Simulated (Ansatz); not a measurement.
# 1T-SnCl2 monolayer in a perpendicular field

Aim: how the 1T-SnCl2 monolayer screens a field along its normal, and what the field does to its bands. A positive field points along +c.

Calculated with Ansatz 0.2.0; plane-wave DFT, PBE-D3(BJ), Ansatz PAW.

## Step 1: Starting point

The cell holds 3 atoms: 2 Cl and 1 Sn. Cell: a = 3.284 Å, b = 3.284 Å, c = 36.612 Å, α = 90.0°, β = 90.0°, γ = 120.0°. Vacuum lies along c.

## Step 2: Relaxing the slab

The starting cell is a guess, so the in-plane lattice and the atoms are relaxed first, with the slab cut off from its images along the normal.

input.yaml reads:

```yaml
crystal:
  lattice:
    - [3.284153, 0.0, 0.0]
    - [-1.6420765, 2.8441599279, 0.0]
    - [0.0, 0.0, 36.6119316774]
  atoms:
    - { symbol: Cl, position: [0.6666666667, 0.3333333333, 0.4615981519] }
    - { symbol: Sn, position: [0.0, 0.0, 0.5] }
    - { symbol: Cl, position: [0.3333333333, 0.6666666667, 0.5384018481] }
  periodic: [true, true, false]
kpoints:
  mp_grid: { grid: [12, 12, 1] }
hamiltonian:
  xc: pbe
  dispersion: d3bj
scf:
  occupations: { method: fermi_dirac, width: 0.05 }
  convergence: { dr2_threshold: 1.0e-09 }
relax:
  f_tol: 0.004
  max_steps: 90
  cell: {}
output:
  write_potential: true
  write_density: true
  volumetric_format: npy
```

Command:

```bash
$ ansatz run input.yaml --threads 2 --pin off --max-ram 3072MiB --backend cpu --events-out ev --progress --plain --runs-dir out
```

Numbers of over 12 decimals in the logs are rounded to 6 here.

The program printed:

```text
Warning: relax.cell: scf.convergence.dr2_threshold = 1e-9 eV is looser than the 1.82764577433e-10 eV advised for a relaxation that steers and ends on the stress (1e-10 eV for each atom of the cell: 3, times the square of relax.cell.stress_2d_tol = 0.05 N/m over 12.8 Å (the atoms' height at the walk's start and 5 Å past either face), 3.903e-2 GPa, over a crystal's default 0.05). What an SCF threshold leaves in a stress goes as its square root, and in the free energy as the threshold itself, and one threshold admits the most on a small cell: [figures from the program's tests cut] Set scf.convergence.dr2_threshold to 1.82764577433e-10 eV or tighter. [rest of the remark cut]
Engine: ansatz 0.2.0, x86_64-unknown-linux-gnu
Pseudopotentials: kind: paw
Pseudopotential: Cl, paw, valence charge 7, recommended cutoff 420 eV (normal), Cl.paw.azcp
Pseudopotential: Sn, paw, valence charge 14, recommended cutoff 420 eV (normal), Sn.paw.azcp
Functional definition: PBE
  parameter kappa = 0.804
  parameter beta = 0.066725
  exchange = pbe_x(kappa = kappa, mu = beta*pi^2/3)
  correlation = pbe_c(beta = beta)
Crystal: 3 atoms, lattice volume = 341.979 Å³
Basis set: ecut = 420 eV, 6795 PW (Γ), exchange–correlation on 48×48×500 points (8 copies of the dense FFT grid, shifted against one another)
Bands: 18, of which v1, the nominal top of the filled ones, is band 14 counted from 1 (13 counted from 0)
Symmetry: 12 space group operations
Space group: P-3m1 (ITA 164), of the structure as read, at distance tolerance 7.0e-5 Å
k-points: 19 of 144
Non-local potential: Cl, projectors of the file, l = 0: 2, l = 1: 2, l = 2: 2
Non-local potential: Sn, projectors of the file, l = 0: 2, l = 1: 2, l = 2: 2, l = 3: 2
PAW form: soft (Blöchl's): semilocal exchange-correlation on the pseudo side does not see the compensation charge
PAW one-centre angular grid: Cl, 110 points (default); XC on 64 Gauss nodes
PAW one-centre angular grid: Sn, 590 points (default); XC on 64 Gauss nodes
Initial density: superposition of atomic densities (neutral atoms: chi_scale 0, normalization atom), corrected by the library's trained network
Initial wavefunctions: pseudopotential atomic-orbital guess
Functional: x = pbe(κ = 0.804, μ = 0.219515), c = pbe(β = 0.066725)
SCF iter   1: F=—  HF=-8180.771800 eV  |F-HF|=—  |Δ(HF+E_count)|=         —  Δρ=3.78e-3  dr2=8.38e-2  ethr=1.77e-3  ⟨swp⟩=17.5  Hψ=3839  notcnv=0
preconditioner: auto → Resta (q_TF=auto, 1.798 Å⁻¹)  ε∞=1.4  [insulator: Δε(μ)=0.740 eV  Ē_g=17.436 eV  σ=0.050 eV  W_gap=1.00  n_scr=20 (ndim 8)  ℏωp=10.6 eV  f_vac=0.820  D(μ)=0.00/eV (n_scr^D=0)  ε∞_Penn≈1.4  vacuum switching on, ρ_ref=2.2e-2 e/Å³]
SCF iter   2: F=—  HF=-8180.753450 eV  |F-HF|=—  |Δ(HF+E_count)|=   1.83e-2  Δρ=2.29e-3  dr2=1.34e-2  ethr=2.99e-4  ⟨swp⟩=5.3  Hψ=1101  notcnv=0
SCF iter   3: F=—  HF=-8180.752242 eV  |F-HF|=—  |Δ(HF+E_count)|=   1.21e-3  Δρ=1.15e-3  dr2=2.94e-3  ethr=4.80e-5  ⟨swp⟩=3.4  Hψ=708  notcnv=0
SCF iter   4: F=—  HF=-8180.752408 eV  |F-HF|=—  |Δ(HF+E_count)|=   1.66e-4  Δρ=1.70e-4  dr2=8.37e-5  ethr=1.05e-5  ⟨swp⟩=2.9  Hψ=638  notcnv=0
SCF iter   5: F=—  HF=-8180.752415 eV  |F-HF|=—  |Δ(HF+E_count)|=   6.73e-6  Δρ=3.80e-5  dr2=2.55e-6  ethr=2.99e-7  ⟨swp⟩=3.8  Hψ=908  notcnv=0
SCF iter   6: F=—  HF=-8180.752344 eV  |F-HF|=—  |Δ(HF+E_count)|=   7.06e-5  Δρ=5.28e-6  dr2=8.21e-8  ethr=9.11e-9  ⟨swp⟩=3.4  Hψ=710  notcnv=0
SCF iter   7: F=—  HF=-8180.752344 eV  |F-HF|=—  |Δ(HF+E_count)|=   6.18e-8  Δρ=1.42e-6  dr2=3.81e-9  ethr=2.93e-10  ⟨swp⟩=3.3  Hψ=755  notcnv=0
SCF iter   8: F=-8180.752344 eV  HF=-8180.752344 eV  |F-HF|=8.19e-11  |Δ(HF+E_count)|=   6.54e-9  Δρ=1.60e-7  dr2=8.66e-11  ethr=3.57e-12  ⟨swp⟩=13.6  Hψ=3073  notcnv=0
SCF 1 converged in 8 iterations: F = -8180.752344 eV  dr2 = 8.66e-11
  greatest PAW one-centre occupation: 0.995 electrons in one spin orbital (limit 2), on the Sn atom at site 1 (counted from 0), in its partial waves of l = 2
relax step   1: F+E_penalty+E_count = -8180.75234426 eV  Δ(F+E_penalty+E_count) = +0.000e0 eV  max|allowed force component| = 7.444e0 eV/Å  Δτ_max = 0.0000 Å  P = +41.959 N/m  Ω = 341.979 Å³  fix = [c, alpha, beta]  reactions: c +0.000 N/m  (8 SCF iters, accepted)
Crystal: 3 atoms, lattice volume = 352.781 Å³
Basis set: ecut = 420 eV, 6999 PW (Γ), exchange–correlation on 48×48×500 points (8 copies of the dense FFT grid, shifted against one another)
Initial density: handed on by an earlier stage of this run
Initial wavefunctions: those handed on with the density
iter 1 solved again at ethr=6.88e-4 eV; its pass at ethr=3.10e-3 eV (dr2=1.93e-1 eV) is discarded
SCF iter   1: F=—  HF=-8183.716331 eV  |F-HF|=—  |Δ(HF+E_count)|=         —  Δρ=4.46e-3  dr2=1.92e-1  ethr=6.88e-4  ⟨swp⟩=2.1  Hψ=2917  notcnv=0
preconditioner: auto → Resta (q_TF=auto, 1.789 Å⁻¹)  ε∞=1.4  [insulator: Δε(μ)=1.547 eV  Ē_g=16.782 eV  σ=0.050 eV  W_gap=1.00  n_scr=20 (ndim 8)  ℏωp=10.5 eV  f_vac=0.808  D(μ)=0.00/eV (n_scr^D=0)  ε∞_Penn≈1.4  vacuum switching on, ρ_ref=2.0e-2 e/Å³]
SCF iter   2: F=—  HF=-8183.683101 eV  |F-HF|=—  |Δ(HF+E_count)|=   3.32e-2  Δρ=2.11e-3  dr2=3.95e-2  ethr=6.86e-4  ⟨swp⟩=3.9  Hψ=774  notcnv=0
SCF iter   3: F=—  HF=-8183.675042 eV  |F-HF|=—  |Δ(HF+E_count)|=   8.06e-3  Δρ=1.08e-3  dr2=2.15e-3  ethr=1.41e-4  ⟨swp⟩=3.1  Hψ=642  notcnv=0
SCF iter   4: F=—  HF=-8183.676520 eV  |F-HF|=—  |Δ(HF+E_count)|=   1.48e-3  Δρ=1.96e-4  dr2=2.11e-4  ethr=7.68e-6  ⟨swp⟩=3.1  Hψ=724  notcnv=0
SCF iter   5: F=—  HF=-8183.676494 eV  |F-HF|=—  |Δ(HF+E_count)|=   2.54e-5  Δρ=3.55e-5  dr2=3.40e-6  ethr=7.55e-7  ⟨swp⟩=3.8  Hψ=725  notcnv=0
SCF iter   6: F=—  HF=-8183.676506 eV  |F-HF|=—  |Δ(HF+E_count)|=   1.21e-5  Δρ=8.33e-6  dr2=3.70e-7  ethr=1.22e-8  ⟨swp⟩=3.3  Hψ=814  notcnv=0
SCF iter   7: F=—  HF=-8183.676427 eV  |F-HF|=—  |Δ(HF+E_count)|=   7.98e-5  Δρ=2.09e-6  dr2=1.04e-8  ethr=1.32e-9  ⟨swp⟩=2.9  Hψ=609  notcnv=0
SCF iter   8: F=—  HF=-8183.676427 eV  |F-HF|=—  |Δ(HF+E_count)|=   1.25e-8  Δρ=6.17e-7  dr2=1.49e-9  ethr=3.57e-12  ⟨swp⟩=13.5  Hψ=3127  notcnv=0
SCF iter   9: F=-8183.676427 eV  HF=-8183.676427 eV  |F-HF|=4.55e-11  |Δ(HF+E_count)|=  2.80e-10  Δρ=1.01e-7  dr2=4.54e-11  ethr=3.57e-12  ⟨swp⟩=10.4  Hψ=2474  notcnv=0
SCF 2 converged in 9 iterations: F = -8183.676427 eV  dr2 = 4.54e-11
  greatest PAW one-centre occupation: 0.994 electrons in one spin orbital (limit 2), on the Sn atom at site 1 (counted from 0), in its partial waves of l = 2
[...]
relax step   7: F+E_penalty+E_count = -8186.46593051 eV  Δ(F+E_penalty+E_count) = -8.728e-2 eV  max|allowed force component| = 5.905e-2 eV/Å  Δτ_max = 0.0672 Å  P = +0.257 N/m  Ω = 512.719 Å³  energy of the carried Pulay correction = -1.251e-2 eV  fix = [c, alpha, beta]  reactions: c +0.000 N/m  (8 SCF iters, accepted)
relax step   8: F+E_penalty+E_count = -8186.46921458 eV  Δ(F+E_penalty+E_count) = -3.284e-3 eV  max|allowed force component| = 4.108e-2 eV/Å  Δτ_max = 0.0284 Å  P = -0.141 N/m  Ω = 523.005 Å³  energy of the carried Pulay correction = -1.311e-2 eV  fix = [c, alpha, beta]  reactions: c -0.000 N/m  (7 SCF iters, accepted)
relax step   9: F+E_penalty+E_count = -8186.46964006 eV  Δ(F+E_penalty+E_count) = -4.255e-4 eV  max|allowed force component| = 2.052e-3 eV/Å  Δτ_max = 0.0085 Å  P = +0.003 N/m  Ω = 522.475 Å³  energy of the carried Pulay correction = -1.308e-2 eV  fix = [c, alpha, beta]  reactions: c +0.000 N/m  (6 SCF iters, accepted)
relax step  10: F+E_penalty+E_count = -8186.53941340 eV  Δ(F+E_penalty+E_count) = -6.977e-2 eV  max|allowed force component| = 8.653e-4 eV/Å  Δτ_max = 0.0000 Å  P = +0.969 N/m  Ω = 522.475 Å³  fix = [c, alpha, beta]  reactions: c +0.000 N/m  stress off target by 9.69e-1 N/m on what of the cell is left free  SCF on the basis re-selected at this cell (its energy is not comparable with the rows above)  (7 SCF iters)
relax step  11: F+E_penalty+E_count = -8186.56410756 eV  Δ(F+E_penalty+E_count) = -2.469e-2 eV  max|allowed force component| = 1.772e-3 eV/Å  Δτ_max = 0.0483 Å  P = +0.513 N/m  Ω = 542.506 Å³  energy of the carried Pulay correction = -3.572e-4 eV  fix = [c, alpha, beta]  reactions: c +0.000 N/m  (7 SCF iters, accepted)
relax step  12: F+E_penalty+E_count = -8186.57354443 eV  Δ(F+E_penalty+E_count) = -9.437e-3 eV  max|allowed force component| = 2.500e-2 eV/Å  Δτ_max = 0.0388 Å  P = +0.040 N/m  Ω = 561.684 Å³  energy of the carried Pulay correction = -7.585e-4 eV  fix = [c, alpha, beta]  reactions: c +0.000 N/m  (7 SCF iters, accepted)
relax step  13: F+E_penalty+E_count = -8186.57410242 eV  Δ(F+E_penalty+E_count) = -5.580e-4 eV  max|allowed force component| = 4.454e-3 eV/Å  Δτ_max = 0.0181 Å  P = -0.008 N/m  Ω = 567.067 Å³  energy of the carried Pulay correction = -8.824e-4 eV  fix = [c, alpha, beta]  reactions: c -0.000 N/m  (6 SCF iters, accepted)
relax step  14: F+E_penalty+E_count = -8186.57410260 eV  Δ(F+E_penalty+E_count) = -1.841e-7 eV  max|allowed force component| = 3.425e-4 eV/Å  Δτ_max = 0.0017 Å  P = -0.001 N/m  Ω = 567.324 Å³  energy of the carried Pulay correction = -8.884e-4 eV  fix = [c, alpha, beta]  reactions: c -0.000 N/m  (6 SCF iters, accepted)
iter 1 solved again at ethr=1.62e-6 eV; its pass at ethr=3.10e-3 eV (dr2=4.54e-4 eV) is discarded
SCF iter   1: F=—  HF=-8186.575054 eV  |F-HF|=—  |Δ(HF+E_count)|=         —  Δρ=2.89e-5  dr2=6.66e-7  ethr=1.62e-6  ⟨swp⟩=4.1  Hψ=3937  notcnv=0
eigensolver tolerance schedule: the retry pair's looser diagonalisation over-reported the residual by 681.34 of it (diagonalisation noise at 0.55 of the residual, at the tolerance the schedule requests for it); recorded, not acted on — ethr = c·dr2/N_el stays at c = 1.0e-1
preconditioner: auto → Resta (q_TF=auto, 1.652 Å⁻¹)  ε∞=1.4  [insulator: Δε(μ)=2.415 eV  Ē_g=10.046 eV  σ=0.050 eV  W_gap=1.00  n_scr=18 (ndim 8)  ℏωp=6.6 eV  f_vac=0.819  D(μ)=0.00/eV (n_scr^D=0)  ε∞_Penn≈1.4  vacuum switching on, ρ_ref=7.3e-3 e/Å³]
SCF iter   2: F=—  HF=-8186.574930 eV  |F-HF|=—  |Δ(HF+E_count)|=   1.24e-4  Δρ=1.36e-5  dr2=1.49e-7  ethr=2.38e-9  ⟨swp⟩=3.8  Hψ=915  notcnv=0
SCF iter   3: F=—  HF=-8186.574954 eV  |F-HF|=—  |Δ(HF+E_count)|=   2.39e-5  Δρ=3.37e-6  dr2=9.64e-9  ethr=5.32e-10  ⟨swp⟩=2.5  Hψ=591  notcnv=0
SCF iter   4: F=—  HF=-8186.574957 eV  |F-HF|=—  |Δ(HF+E_count)|=   3.29e-6  Δρ=4.78e-7  dr2=1.74e-9  ethr=3.44e-11  ⟨swp⟩=2.5  Hψ=665  notcnv=0
SCF iter   5: F=-8186.574957 eV  HF=-8186.574957 eV  |F-HF|=1.10e-8  |Δ(HF+E_count)|=   6.24e-9  Δρ=1.39e-7  dr2=5.99e-11  ethr=3.57e-12  ⟨swp⟩=15.8  Hψ=2836  notcnv=0
SCF 15 converged in 5 iterations: F = -8186.574957 eV  dr2 = 5.99e-11
relax step  15: F+E_penalty+E_count = -8186.57495738 eV  Δ(F+E_penalty+E_count) = -8.548e-4 eV  max|allowed force component| = 8.410e-4 eV/Å  Δτ_max = 0.0000 Å  P = -0.004 N/m  Ω = 567.324 Å³  fix = [c, alpha, beta]  reactions: c -0.000 N/m  stress off target by 3.62e-3 N/m on what of the cell is left free  SCF on the basis re-selected at this cell (its energy is not comparable with the rows above)  (5 SCF iters)
basis re-selected at this cell: Δ(F+E_penalty+E_count) = -8.548e-4 eV, ΔP = -0.002 N/m vs the last step (what re-selecting the basis moved, of the pressure what is left beyond the Pulay correction that the steps carried, after the strain that the cell walked since its last selection, with what the two solves' SCF thresholds leave and, on support functions, any second-order correction that the steps lacked; it is no m [...]
WARN: The output density's exchange-correlation potential varies sharply where the density is thin. Do not read a vacuum level from v_tot or v_xc, or from such a field of the output density. On a cell that repeats whose density bears no net charge and no dipole along the vacuum's axis use v_es (v_loc + v_h of the components); under efield.dipole_correction with no amplitude use v_es + v_field, which holds any externa [...]
SCF converged after 5 iterations
Free energy (F): -8186.574957 eV
Harris-Foulkes:  -8186.574957 eV  (|F-HF|=1.10e-8)
Internal energy: -8186.574957 eV  (E = F + TS)
E sigma→0 (E₀):  -8186.574957 eV
Fermi energy:    -5.491025 eV
--- Per-component energies (eV) ---
  E_band       = -487.457470
  E_kinetic    = 504.893321
  E_local      = -37207.987530  (includes V_loc(G=0)·N_el)
  E_nonlocal   = 23.593470
  E_hartree    = 18435.341291
  E_xc         = -597.375233
  E_vxc        = -339.923406  (∫ρ·V_xc dr)
  E_paw        = -5448.528412  (= ΣΔE_a)
  E_vpaw       = -338.716504  (= ΣTr[D̂ρ^β])
  E_aug_tail   = 0.000181  (compensation charges beyond the density's cutoff)
  E_ewald      = 16103.919406
  E_disp       = -0.431452  (pairwise vdW)
  E_smearing   = -0.000000  (= −TS)
  E_closure    = 0.000000  (closes the sum)
  Σ components = -8186.574957   (vs F -8186.574957, Δ=0.00e0)
--- Forces (eV/Å), atoms counted from 1 ---
  atom   1  Cl     0.00000000     0.00000000     0.00084098
  atom   2  Sn     0.00000000     0.00000000     0.00000000
  atom   3  Cl     0.00000000    -0.00000000    -0.00084098
  max |Σ_I F_I| component: 2.17e-19 eV/Å
--- 2D stress c σ (N/m, compression-positive) ---
       -0.003621       0.000000       0.000000
       -0.000000      -0.003621       0.000000
        0.000000       0.000000      -0.000000
  P = ½ c Tr σ = -0.0036 N/m
--- Band table (eV; the first three rows and the last of 19) ---
  k-point 0: bands = [... 10 lower, -8.7146, -8.7146, -8.5469, -7.4800, -4.3383, -2.6183, -2.6183, -0.4937]
  k-point 1: bands = [... 10 lower, -8.7645, -8.6569, -8.5411, -7.3523, -4.1666, -2.7238, -2.5576, -0.3772]
  k-point 2: bands = [... 10 lower, -8.9327, -8.6148, -8.5356, -7.1349, -3.7931, -2.8386, -2.4024, -0.1472]
  k-point 18: bands = [... 10 lower, -9.6820, -8.6050, -8.6050, -6.7534, -2.3645, -2.3645, -2.0331, 1.2814]
--- Relaxed structure (13 steps of the walk, 13 accepted, 2 SCFs on fresh bases) ---
  F+E_penalty+E_count = -8186.57495738 eV   max|allowed force component| = 8.410e-4 eV/Å   (the final SCF, on the basis selected at the relaxed cell)
  cell:  # Å, volume = 567.3241 Å³
    - [4.229986, 0, 0]
    - [-2.114993, 3.663276, 0]
    - [0, 0, 36.6119316774]
  atoms:
    - { symbol: Cl, position: [0.666667, 0.333333, 0.458549] }
    - { symbol: Sn, position: [0, 0, 0.500000] }
    - { symbol: Cl, position: [0.333333, 0.666667, 0.541451] }
```

Elapsed: 61 s, on 2 threads of Intel Xeon Platinum 8488C (Sapphire Rapids), shared host; peak memory 0.8 GiB; 2 min of CPU time.

Relaxation path:

```csv
step,energy less that of the first step (eV),largest force component (eV/Å),volume (Å³)
1,0.0000,7.4437,341.98
2,-2.9241,4.4532,352.78
3,-4.4193,1.8181,361.45
4,-5.1168,0.5453,395.91
5,-5.4371,0.0696,432.39
6,-5.6263,0.1004,471.70
7,-5.7136,0.0590,512.72
8,-5.7169,0.0411,523.01
9,-5.7173,0.0021,522.47
10*,-5.7871,0.0009,522.47
11,-5.8118,0.0018,542.51
12,-5.8212,0.0250,561.68
13,-5.8218,0.0045,567.07
14,-5.8218,0.0003,567.32
15*,-5.8226,0.0008,567.32
```

Relaxation steps marked * repeat the geometry before them on a plane-wave basis chosen anew for their cell, so energy and pressure can jump there.

The run keeps the 12 symmetry operations that it works with, so distortions that break them were not tested.

```csv
cell as run,before,after,change
a (Å),3.284,4.230,+28.8 %
b (Å),3.284,4.230,+28.8 %
```

The atoms that moved most (Å, along periodic axes as changes of fractional coordinates times the final cell, across vacuum about the mean position):

```csv
atom,dx,dy,dz,length
Cl1,0.000,0.000,-0.112,0.112
Cl3,0.000,0.000,0.112,0.112
```

Final coordinates:

```xyz
3
Lattice="4.2300 0.0000 0.0000 -2.1150 3.6633 0.0000 0.0000 0.0000 36.6119" Properties=species:S:1:pos:R:3
Cl    2.1150    1.2211   16.7884
Sn    0.0000    0.0000   18.3060
Cl    0.0000    2.4422   19.8236
```

This step gave:

| Quantity | Value |
| --- | --- |
| gap on the k-mesh | 2.415 eV |

The lattice constant a goes from 3.284 to 4.230 Å.

(Part 1 of 2 ends here.)

[Logs are printed without paths, hosts, clocks, repeated set-up lines and the standing remarks that a program may print on its own settings, such as how far it seeks lower states.]

[Hosts, paths, dates, database ids (printed as entryN), source tags and the programs' standing remarks are cut or masked in the printed files.]

[Maps of the electrostatic potential energy from Ansatz leave out the sawtooth potential of an applied field or a dipole correction, so their vacuum need not be flat; planar profiles and work functions include it.]
